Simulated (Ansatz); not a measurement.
**What BeInH3 (model cell, started as cubic perovskite with Be in the octahedra) distorts into**

Which phase does BeInH3 (model cell, started as cubic perovskite with Be in the octahedra) fall into along its unstable mode, and how much energy does it gain?

Main program and level: Ansatz 0.2.0; DFT LDA, scalar-relativistic, plane waves, PAW; PAW set soft_1.

The structure was built from a prototype and need not be the compound's stable phase.

### 1. The structure

The structure is cubic, space group Pm-3m (No. 221). The conventional cell has a = 3.530 Å, b = 3.530 Å, c = 3.530 Å, α = 90.00°, β = 90.00°, γ = 90.00°. In has 12 H at 2.50 Å nearest. Nearest to Be lie 6 H at 1.77 Å. Nearest to H lie 2 Be at 1.77 Å. Farther neighbours are not listed.

### 2. The dispersion

The cell comes from relaxations at this level that are not shown. Stability and thermal properties need the whole zone. Linear response on a 4×4×4 q mesh gives force constants as far as a supercell of that size would.

Contents of input.yaml:

```yaml
crystal:
  lattice:
    - [3.5304351694, 0.0, 0.0]
    - [0.0, 3.5304351694, 0.0]
    - [0.0, 0.0, 3.5304351694]
  atoms:
    - { symbol: In, position: [0.0, 0.0, 0.0] }
    - { symbol: Be, position: [0.5, 0.5, 0.5] }
    - { symbol: H, position: [0.5, 0.5, 0.0] }
    - { symbol: H, position: [0.5, 0.0, 0.5] }
    - { symbol: H, position: [0.0, 0.5, 0.5] }
kpoints:
  mp_grid: { grid: [12, 12, 12] }
hamiltonian:
  xc: lda
  pseudopotentials: { kind: paw, azcp: { folder: soft_1 }, xc_functional: pbe }
scf:
  occupations: { method: methfessel_paxton, width: 0.2 }
output:
  eigenvalues: true
phonons:
  method: dfpt
  qmesh: [4, 4, 4]
  temperatures: { t_max: 1000, t_step: 50 }
  qpath:
    path:
      - [[0.0, 0.0, 0.0], [0.0, 0.5, 0.0], [0.5, 0.5, 0.0], [0.0, 0.0, 0.0], [0.5, 0.5, 0.5], [0.0, 0.5, 0.0]]
      - [[0.5, 0.5, 0.5], [0.5, 0.5, 0.0]]
    npoints: 10
```

Command:

```console
$ ansatz run input.yaml --threads 4 --pin off --max-ram 16384MiB --backend cpu --events-out ev --progress --plain --runs-dir out
```

Numbers of over 12 decimals in the logs are rounded to 6 here.

The program printed:

```text
Engine: ansatz 0.2.0, aarch64-unknown-linux-gnu
Pseudopotentials: kind: paw
Pseudopotential: In, paw, valence charge 13, recommended cutoff 420 eV (normal), soft_1/In.paw.azcp
Pseudopotential: Be, paw, valence charge 2, recommended cutoff 420 eV (normal), soft_1/Be.paw.azcp
Pseudopotential: H, paw, valence charge 1, recommended cutoff 420 eV (normal), soft_1/H.paw.azcp
Functional definition: SPW92
  exchange = slater_x
  correlation = pw_c
Crystal: 5 atoms, lattice volume = 44.003 Å³
Basis set: ecut = 420 eV, 847 PW (Γ), exchange–correlation on 48×48×48 points (8 copies of the dense FFT grid, shifted against one another)
Bands: 14, of which v1, the nominal top of the filled ones, is band 9 counted from 1 (8 counted from 0)
Symmetry: 48 space group operations
k-points: 84 of 1728
Non-local potential: In, projectors of the file, l = 0: 2, l = 1: 2, l = 2: 2, l = 3: 1
Non-local potential: Be, projectors of the file, l = 0: 2, l = 1: 2, l = 2: 1
Non-local potential: H, projectors of the file, l = 0: 2, l = 1: 1
PAW form: soft (Blöchl's): semilocal exchange-correlation on the pseudo side does not see the compensation charge
PAW frozen core: In, regenerated for the run's functional, and the local potential with it (the file was generated under x = pbe(κ = 0.804, μ = 0.219515), c = pbe(β = 0.066725))
PAW frozen core: Be, regenerated for the run's functional, and the local potential with it (the file was generated under x = pbe(κ = 0.804, μ = 0.219515), c = pbe(β = 0.066725))
PAW one-centre angular grid: In, 590 points (default); XC on 64 Gauss nodes
PAW one-centre angular grid: Be, 110 points (default); XC on 64 Gauss nodes
PAW one-centre angular grid: H, 110 points (default); XC on 64 Gauss nodes
Initial density: superposition of atomic densities (chi_scale 0.1, normalization cell, long waves kept (reshape's long-wave potential 0.00 eV rms))
Initial wavefunctions: pseudopotential atomic-orbital guess
Functional: x = slater, c = lda
SCF iter   1: F=—  HF=-5590.870554 eV  |F-HF|=—  |Δ(HF+E_count)|=         —  Δρ=4.95e-2  dr2=1.29e0  ethr=3.10e-3  ⟨swp⟩=5.3  Hψ=6779  notcnv=0
preconditioner: auto → none  [metal: Δε(μ)=0.082 eV  Ē_g=13.835 eV  σ=0.200 eV  W_gap=0.33  n_scr=6 (ndim 8)  ℏωp=23.7 eV  f_vac=0.000  D(μ)=0.63/eV (n_scr^D=0)  sad-step TF]
SCF iter   2: F=—  HF=-5590.524417 eV  |F-HF|=—  |Δ(HF+E_count)|=   3.46e-1  S|Δr|=    0.00e0  Δρ=2.66e-2  dr2=4.32e-1  ethr=3.10e-3  ⟨swp⟩=2.0  Hψ=2142  notcnv=0  defer=53
SCF iter   3: F=—  HF=-5590.350464 eV  |F-HF|=—  |Δ(HF+E_count)|=   1.74e-1  S|Δr|=    0.00e0  Δρ=3.81e-3  dr2=4.44e-3  ethr=2.40e-3  ⟨swp⟩=2.0  Hψ=1789  notcnv=0  defer=53
SCF iter   4: F=—  HF=-5590.348986 eV  |F-HF|=—  |Δ(HF+E_count)|=   1.48e-3  S|Δr|=    0.00e0  Δρ=1.09e-3  dr2=1.91e-4  ethr=2.47e-5  ⟨swp⟩=2.1  Hψ=2338  notcnv=0  defer=53
SCF iter   5: F=—  HF=-5590.348992 eV  |F-HF|=—  |Δ(HF+E_count)|=   6.36e-6  S|Δr|=    0.00e0  Δρ=1.68e-4  dr2=1.23e-5  ethr=1.06e-6  ⟨swp⟩=2.0  Hψ=1842  notcnv=0  defer=53
SCF iter   6: F=—  HF=-5590.348991 eV  |F-HF|=—  |Δ(HF+E_count)|=   1.50e-6  S|Δr|=    0.00e0  Δρ=2.85e-5  dr2=1.50e-7  ethr=6.82e-8  ⟨swp⟩=2.4  Hψ=1844  notcnv=0  defer=53
SCF iter   7: F=—  HF=-5590.348995 eV  |F-HF|=—  |Δ(HF+E_count)|=   4.01e-6  S|Δr|=    0.00e0  Δρ=4.08e-6  dr2=4.13e-9  ethr=8.32e-10  ⟨swp⟩=2.1  Hψ=1857  notcnv=0  defer=53
SCF iter   8: F=—  HF=-5590.348995 eV  |F-HF|=—  |Δ(HF+E_count)|=  8.78e-10  S|Δr|=    0.00e0  Δρ=2.26e-7  dr2=1.49e-11  ethr=2.30e-11  ⟨swp⟩=2.8  Hψ=1656  notcnv=0  defer=53
SCF iter   9: F=-5590.348995 eV  HF=-5590.348995 eV  |F-HF|=9.09e-13  |Δ(HF+E_count)|=  1.46e-11  S|Δr|=    0.00e0  Δρ=5.59e-9  dr2=5.66e-15  ethr=1.00e-12  ⟨swp⟩=8.4  Hψ=5299  notcnv=0
SCF 1 converged in 9 iterations: F = -5590.348995 eV  dr2 = 5.66e-15
  greatest PAW one-centre occupation: 0.984 electrons in one spin orbital (limit 2), on the In atom at site 0 (counted from 0), in its partial waves of l = 2
Initial density: read from a saved state, or passed on in memory by an earlier SCF of this step, an earlier step, the calling program or the single point that the run made first
iter 1 solved again at ethr=3.08e-7 eV; its pass at ethr=3.10e-3 eV (dr2=5.55e-5 eV) is discarded
SCF iter   1: F=—  HF=-5590.348995 eV  |F-HF|=—  |Δ(HF+E_count)|=         —  Δρ=1.37e-6  dr2=4.48e-10  ethr=3.08e-7  ⟨swp⟩=2.2  Hψ=9491  notcnv=0
eigensolver tolerance schedule: the retry pair's looser diagonalisation over-reported the residual by 123707.10 of it (diagonalisation noise at an unbounded share of the residual, at the tolerance the schedule requests for it); recorded, not acted on — ethr = c·dr2/N_el stays at c = 1.0e-1
preconditioner: auto → none  [metal: Δε(μ)=0.087 eV  Ē_g=14.588 eV  σ=0.200 eV  W_gap=0.35  n_scr=6 (ndim 8)  ℏωp=23.7 eV  f_vac=0.000  D(μ)=0.54/eV (n_scr^D=0)]
SCF iter   2: F=—  HF=-5590.348995 eV  |F-HF|=—  |Δ(HF+E_count)|=   1.09e-7  S|Δr|=    0.00e0  Δρ=1.12e-6  dr2=3.79e-10  ethr=2.49e-12  ⟨swp⟩=3.2  Hψ=2746  notcnv=0
SCF iter   3: F=—  HF=-5590.348995 eV  |F-HF|=—  |Δ(HF+E_count)|=  1.53e-10  S|Δr|=    0.00e0  Δρ=5.87e-7  dr2=8.95e-11  ethr=2.10e-12  ⟨swp⟩=2.4  Hψ=1884  notcnv=0
SCF iter   4: F=—  HF=-5590.348995 eV  |F-HF|=—  |Δ(HF+E_count)|=  3.37e-11  S|Δr|=    0.00e0  Δρ=3.34e-7  dr2=2.67e-11  ethr=1.00e-12  ⟨swp⟩=1.0  Hψ=1176  notcnv=0
SCF iter   5: F=—  HF=-5590.348995 eV  |F-HF|=—  |Δ(HF+E_count)|=  5.46e-12  S|Δr|=    0.00e0  Δρ=2.45e-7  dr2=1.43e-11  ethr=1.00e-12  ⟨swp⟩=1.0  Hψ=1176  notcnv=0
SCF iter   6: F=-5590.348995 eV  HF=-5590.348995 eV  |F-HF|=5.46e-12  |Δ(HF+E_count)|=  4.55e-12  S|Δr|=    0.00e0  Δρ=1.83e-7  dr2=8.02e-12  ethr=1.00e-12  ⟨swp⟩=2.0  Hψ=2104  notcnv=0
SCF 2 converged in 6 iterations: F = -5590.348995 eV  dr2 = 8.02e-12
phonons: the bands overlap, so this run is a metal and interpolates without the dipole-dipole term. If the crystal is really an insulator or semiconductor, its LO-TO splitting is missing
NSCF: frozen V_eff on 84 k-points
NSCF: frozen V_eff on 343 k-points
DFPT response loops at q = (0, 0, 0) (fractional): preconditioner auto → Kerker (q_TF=auto, 2.351 Å⁻¹) (partly filled bands, converged f_vac=0.000); β = 1.00, the filter's whole step (`scf.mixing.beta` (0.50) is not read by the response loops under this deck's `scf.mixing.preconditioner`; to damp them name `kerker` or `kerker_dos`, under which they read `scf.mixing.beta`, and type it under 1.00, their step now; both keys bind the ground state too); Broyden in place of MSR1
NSCF: frozen V_eff on 1176 k-points
DFPT response loops at q = (0, 0, 0.25) (fractional): mixed as the last ones told, above
NSCF: frozen V_eff on 686 k-points
DFPT response loops at q = (0, 0, -0.5) (fractional): mixed as the last ones told, above
NSCF: frozen V_eff on 2016 k-points
DFPT response loops at q = (0, 0.25, 0.25) (fractional): mixed as the last ones told, above
NSCF: frozen V_eff on 1176 k-points
DFPT response loops at q = (0, 0.25, -0.5) (fractional): mixed as the last ones told, above
NSCF: frozen V_eff on 686 k-points
DFPT response loops at q = (0, -0.5, -0.5) (fractional): mixed as the last ones told, above
NSCF: frozen V_eff on 3456 k-points
DFPT response loops at q = (0.25, 0.25, 0.25) (fractional): mixed as the last ones told, above
NSCF: frozen V_eff on 2016 k-points
DFPT response loops at q = (0.25, 0.25, -0.5) (fractional): mixed as the last ones told, above
NSCF: frozen V_eff on 1176 k-points
DFPT response loops at q = (0.25, -0.5, -0.5) (fractional): mixed as the last ones told, above
NSCF: frozen V_eff on 686 k-points
DFPT response loops at q = (-0.5, -0.5, -0.5) (fractional): mixed as the last ones told, above
SCF converged after 9 iterations
Stability not checked: this state was not tested for a lower state beside it, because cold or Methfessel-Paxton smearing, or corrected tetrahedra, fill the levels in a way that the test cannot read (fill_not_monotonic; see scf.lower_state_search)
Free energy (F): -5590.348995 eV
Harris-Foulkes:  -5590.348995 eV  (|F-HF|=9.09e-13)
Internal energy: -5590.350273 eV  (E = F + TS)
E sigma→0 (E₀):  -5590.349315 eV
Entropy (-TS):   0.001279 eV (0.256 meV/atom)
Fermi energy:    8.216798 eV
--- Per-component energies (eV) ---
  E_band       = -36.824382
  E_kinetic    = 274.766111
  E_local      = -1144.873528  (includes V_loc(G=0)·N_el)
  E_nonlocal   = 335.666085
  E_hartree    = 459.238302
  E_xc         = -189.754201
  E_vxc        = -146.919895  (∫ρ·V_xc dr)
  E_paw        = -4120.142727  (= ΣΔE_a)
  E_vpaw       = -273.937327  (= ΣTr[D̂ρ^β])
  E_aug_tail   = -0.002430  (compensation charges beyond the density's cutoff)
  E_ewald      = -1205.562707
  E_core_change = 0.314822  (= ΣΔE_core)
  E_smearing   = 0.001279  (= −TS)
  E_closure    = 0.000000  (closes the sum)
  Σ components = -5590.348995   (vs F -5590.348995, Δ=0.00e0)
--- Band table (eV; the first three rows and the last of 84) ---
  k-point 0: bands = [... 5 lower, -3.3772, 6.6911, 6.6911, 8.6743, 8.6743, 8.6743, 9.2960, 17.7297, ... 1 higher]
  k-point 1: bands = [... 5 lower, -3.2970, 5.8752, 6.7033, 8.6243, 8.7653, 8.7653, 10.2880, 17.2408, ... 1 higher]
  k-point 2: bands = [... 5 lower, -3.0553, 4.4816, 6.7372, 8.6727, 9.0346, 9.0346, 12.0029, 16.2862, ... 1 higher]
  k-point 83: bands = [... 5 lower, 3.4509, 3.4509, 3.4509, 6.5500, 7.4334, 7.5412, 7.5412, 7.5412, ... 1 higher]
--- Phonons (Γ-DFPT): 4 representative perturbations + reference (Σ response iterations 13) ---
  ASR residual: 8.759e-6 → 0.000e0 eV/Å²; symmetrization residual: 1.568e-6 eV/Å²
  ASR residual per site (eV/Å²): 8.76e-6 1.31e-6 4.64e-6 4.64e-6 4.64e-6
  Γ frequencies (cm⁻¹): -598.77 -598.77 -598.77 0.00 0.00 0.00 184.23 184.23 184.23 745.73 745.73 745.73 860.49 860.49 860.49
--- Phonons (arbitrary-q DFPT): 10 irreducible q on the 4×4×4 mesh ---
  q = [0.0000, 0.0000, 0.0000] (star 1, of the zone-centre solve; hermiticity 1.47e-6, symmetrization 1.23e-11): -598.77 -598.77 -598.77 -0.00 -0.00 0.00 184.23 184.23 184.23 745.73 745.73 745.73 860.49 860.49 860.49
  q = [0.0000, 0.0000, 0.2500] (star 6, 9 solved perturbations in 4536 linear systems a pass and spin channel, the states on 588 of 1728 k-point pairs; hermiticity 1.15e-6, symmetrization 4.05e-12): -520.27 -520.27 43.47 43.47 74.92 143.77 252.24 252.24 477.75 626.20 737.05 737.05 811.86 817.31 817.31
  q = [0.0000, 0.0000, -0.5000] (star 3, 9 solved perturbations in 2646 linear systems a pass and spin channel, the states on 343 of 1728 k-point pairs; hermiticity 2.82e-7, symmetrization 2.75e-8): -453.95 -453.95 45.79 45.79 105.83 230.25 377.23 377.23 668.40 673.50 698.00 698.00 751.53 751.53 831.29
  q = [0.0000, 0.2500, 0.2500] (star 12, 9 solved perturbations in 7686 linear systems a pass and spin channel, the states on 1008 of 1728 k-point pairs; hermiticity 9.99e-7, symmetrization 4.16e-14): -504.31 -485.41 -13.73 39.88 55.00 225.26 244.87 269.00 640.14 691.54 715.29 736.69 738.53 755.76 847.28
  q = [0.0000, 0.2500, -0.5000] (star 12, 15 solved perturbations on 588 of 1728 k-point pairs; hermiticity 8.76e-7, symmetrization 6.11e-9): -493.39 -438.19 -23.81 40.24 72.39 249.80 261.69 338.04 604.17 669.68 682.78 690.36 702.27 825.86 888.36
  q = [0.0000, -0.5000, -0.5000] (star 3, 9 solved perturbations in 2646 linear systems a pass and spin channel, the states on 343 of 1728 k-point pairs; hermiticity 4.03e-7, symmetrization 3.67e-9): -696.73 -524.16 -180.57 -78.75 -78.75 25.51 303.63 303.63 525.87 540.89 540.89 653.17 653.17 846.70 985.04
  q = [0.2500, 0.2500, 0.2500] (star 8, 4 solved perturbations in 4536 linear systems a pass and spin channel, the states on 1728 of 1728 k-point pairs; hermiticity 1.25e-6, symmetrization 1.37e-12): -471.50 -471.50 -36.27 61.27 61.27 213.52 302.13 302.13 630.80 637.44 637.44 764.41 764.41 779.21 912.01
  q = [0.2500, 0.2500, -0.5000] (star 12, 9 solved perturbations in 7686 linear systems a pass and spin channel, the states on 1008 of 1728 k-point pairs; hermiticity 6.86e-7, symmetrization 6.73e-9): -501.53 -492.08 39.83 45.94 72.74 257.49 298.59 306.10 563.76 609.73 614.91 742.58 760.53 802.09 947.77
  q = [0.2500, -0.5000, -0.5000] (star 6, 9 solved perturbations in 4536 linear systems a pass and spin channel, the states on 588 of 1728 k-point pairs; hermiticity 2.74e-7, symmetrization 5.05e-10): -565.82 -453.60 67.45 68.88 68.88 165.04 308.44 308.44 541.12 557.86 557.86 690.35 690.35 810.86 992.95
  q = [-0.5000, -0.5000, -0.5000] (star 1, 4 solved perturbations in 931 linear systems a pass and spin channel, the states on 343 of 1728 k-point pairs; hermiticity 6.06e-8, symmetrization 1.44e-10): -528.56 -528.56 93.08 93.08 93.08 285.09 285.09 285.09 541.53 541.53 541.53 700.92 700.92 700.92 982.80
  sum rule: each row above includes the acoustic sum rule's correction from the zone centre's row sums; it moved no ω² by more than (1.12 cm⁻¹)²
  mesh force constants: q→R imaginary residual 4.54e-18; ASR residual 8.759e-6 → 0.000e0 eV/Å²; symmetrization residual 2.665e-15 eV/Å²
  interpolated dispersion: 62 rows × 15 modes
  density of states and harmonic sums: on the 20×20×20 q-mesh, interpolated from the force constants of a 4×4×4 supercell (no non-analytic term)
  largest difference from the sums on the solved wave vectors: F 9.16e-2 eV, S 1.07e-4 and C_V 2.28e-5 eV/K
  zero-point energy: 0.368202 eV/cell   skipped modes (ω ≤ 0): 743, of them read as no rigid motion or as one in doubt: 740 (2.521e0 modes/cell left out, lowest -696.73 cm⁻¹)   left out of the sums: 1.68e-1 of the cell's modes: C_V's classical limit lies that fraction below 3 k_B per atom; for a crystal, a wire or a layer, F and S can be off by more, and a phonons.interpolated_qmesh denser along its periods is the remedy for the sampling
```

Run time: 7.5 min. Hardware: 4 threads of Arm Neoverse V1, shared host; peak memory 2.6 GiB.

Numbers from this step:

* volume per atom: 8.801 Å³
* gap on the k-mesh: 0 eV
* sum-rule residual before enforcement: 8.76e-6 eV/Å²
* lowest frequency on the path: -696.7 cm⁻¹
* point group: m-3m
* highest frequency on the path or at a solved wavevector: 994 cm⁻¹
* highest optical mode at the zone centre (no LO-TO term): 860.5 cm⁻¹
* lowest optical zone-centre mode: -598.8 cm⁻¹
* lowest mode on the q mesh (acoustic modes at Γ apart): -696.7 cm⁻¹

Frequencies (cm⁻¹) solved at each irreducible wavevector; negative means imaginary. Frequencies by wavevector, by row:

```csv
q in reciprocal lattice units,star,mode 1,mode 2,mode 3,mode 4,mode 13,mode 14,mode 15
0 0 0,1,-598.8,-598.8,-598.8,0,860.5,860.5,860.5
0 0 0.25,6,-520.3,-520.3,43.5,43.5,811.9,817.3,817.3
0 0 -0.5,3,-453.9,-453.9,45.8,45.8,751.5,751.5,831.3
0 0.25 0.25,12,-504.3,-485.4,-13.7,39.9,738.5,755.8,847.3
0 0.25 -0.5,12,-493.4,-438.2,-23.8,40.2,702.3,825.9,888.4
0 -0.5 -0.5,3,-696.7,-524.2,-180.6,-78.8,653.2,846.7,985
0.25 0.25 0.25,8,-471.5,-471.5,-36.3,61.3,764.4,779.2,912
0.25 0.25 -0.5,12,-501.5,-492.1,39.8,45.9,760.5,802.1,947.8
0.25 -0.5 -0.5,6,-565.8,-453.6,67.5,68.9,690.4,810.9,993
-0.5 -0.5 -0.5,1,-528.6,-528.6,93.1,93.1,700.9,700.9,982.8
```

Interpolated from a 4×4×4 q mesh. The phonon branches at the labelled points (cm⁻¹):

```csv
point,branch 1,branch 2,branch 3,branch 4,branch 12,branch 13,branch 14,branch 15
Γ,-599,-599,-599,0,746,860,860,860
halfway,-520,-520,44,44,737,812,817,817
X,-454,-454,46,46,698,752,752,831
halfway,-493,-438,-24,40,690,702,826,888
M,-697,-524,-181,-79,653,653,847,985
halfway,-504,-485,-14,40,737,738,756,847
Γ,-599,-599,-599,0,746,860,860,860
halfway,-472,-472,-36,61,764,764,779,912
R,-529,-529,93,93,701,701,701,983
halfway,-502,-492,40,46,743,760,802,948
X,-454,-454,46,46,698,752,752,831
jump to R,-529,-529,93,93,701,701,701,983
halfway,-566,-454,67,69,690,690,811,993
M,-697,-524,-181,-79,653,653,847,985
```

Symmetry leaves 10 wavevectors to solve. The lowest mode among them, the acoustic zeros apart, lies at q = (0, -0.5, -0.5) and is imaginary, 696.7i cm⁻¹, so the energy falls along it.

### 3. The mode frozen in, largest atomic shift 0 Å

The mode followed lies at q = (0, -0.5, -0.5) with frequency 696.7i cm⁻¹, the softest among the wavevectors solved. At small amplitude the distorted cell has space group no. 129 by a symmetry search on the positions. The undistorted cell that holds it gives the zero of energy on the same k mesh.

System of this step: BeInH3 (model cell, started as cubic perovskite with Be in the octahedra). The structure is cubic, space group Pm-3m (No. 221). The conventional cell has a = 3.530 Å, b = 3.530 Å, c = 3.530 Å, α = 90.00°, β = 90.00°, γ = 90.00°. Nearest to In lie 12 H at 2.50 Å. Nearest to Be lie 6 H at 1.77 Å. H has 2 Be at 1.77 Å nearest. Nearest to H lie 2 Be at 1.77 Å. Farther neighbours are not listed.

Contents of input.yaml:

```yaml
crystal:
  lattice:
    - [-3.5304351694, 0.0, 0.0]
    - [0.0, -3.5304351694, -3.5304351694]
    - [0.0, -3.5304351694, 3.5304351694]
  atoms:
    - { symbol: In, position: [1.0, 0.0, 0.0] }
    - { symbol: In, position: [1.0, 0.5, 0.5] }
    - { symbol: Be, position: [0.5, 0.0, 0.5] }
    - { symbol: Be, position: [0.5, 0.5, 0.0] }
    - { symbol: H, position: [0.5, 0.25, 0.25] }
    - { symbol: H, position: [0.5, 0.75, 0.75] }
    - { symbol: H, position: [0.5, 0.25, 0.75] }
    - { symbol: H, position: [0.5, 0.75, 0.25] }
    - { symbol: H, position: [0.0, 0.0, 0.5] }
    - { symbol: H, position: [0.0, 0.5, 0.0] }
kpoints:
  mp_grid: { grid: [10, 8, 8] }
hamiltonian:
  xc: lda
  pseudopotentials: { kind: paw, azcp: { folder: soft_1 }, xc_functional: pbe }
scf:
  occupations: { method: methfessel_paxton, width: 0.2 }
output:
  forces: true
  stress: true
  eigenvalues: true
```

The program printed:

```text
[...]
Crystal: 10 atoms, lattice volume = 88.006 Å³
Basis set: ecut = 420 eV, 1719 PW (Γ)
Bands: 28, of which v1, the nominal top of the filled ones, is band 18 counted from 1 (17 counted from 0)
Symmetry: 32 space group operations
[...]
k-points: 90 of 640
[...]
k-point 0: bands = [... 14 lower, 3.8712, 6.6865, 6.6906, 8.6714, 8.6714, 8.6719, 9.2956, 11.7827, ... 6 higher]
  k-point 1: bands = [... 14 lower, 4.4201, 6.0347, 6.4041, 8.2397, 8.7740, 9.4485, 10.1418, 11.7045, ... 6 higher]
  k-point 2: bands = [... 14 lower, 4.9965, 5.6194, 5.7153, 8.0181, 9.0744, 10.8409, 11.3786, 11.4006, ... 6 higher]
  k-point 89: bands = [... 14 lower, 2.7736, 2.7736, 3.8710, 3.8710, 11.7814, 11.7814, 12.8167, 12.8167, ... 6 higher]
[key lines of the parts left out:]
SCF converged after 7 iterations
Free energy (F): -11180.688810 eV
Fermi energy:    8.179981 eV
P = ⅓ Tr σ = -0.0828 GPa (-0.828 kbar)
```

The job ended after 3.1 s (4 threads; peak memory 0.46 GiB).

This step gave:

| Item | Value |
| --- | --- |
| pressure | -0.08279 GPa |
| energy from the undistorted cell | 0 meV/atom |

The run ends at a pressure of -0.08 GPa.

(Continued in part 2 of 3.)

[Logs are printed without paths, hosts, clocks, repeated set-up lines and the standing remarks that a program may print on its own settings, such as how far it seeks lower states.]

[Hosts, paths, dates, database ids (printed as entryN), source tags and the programs' standing remarks are cut or masked in the printed files.]
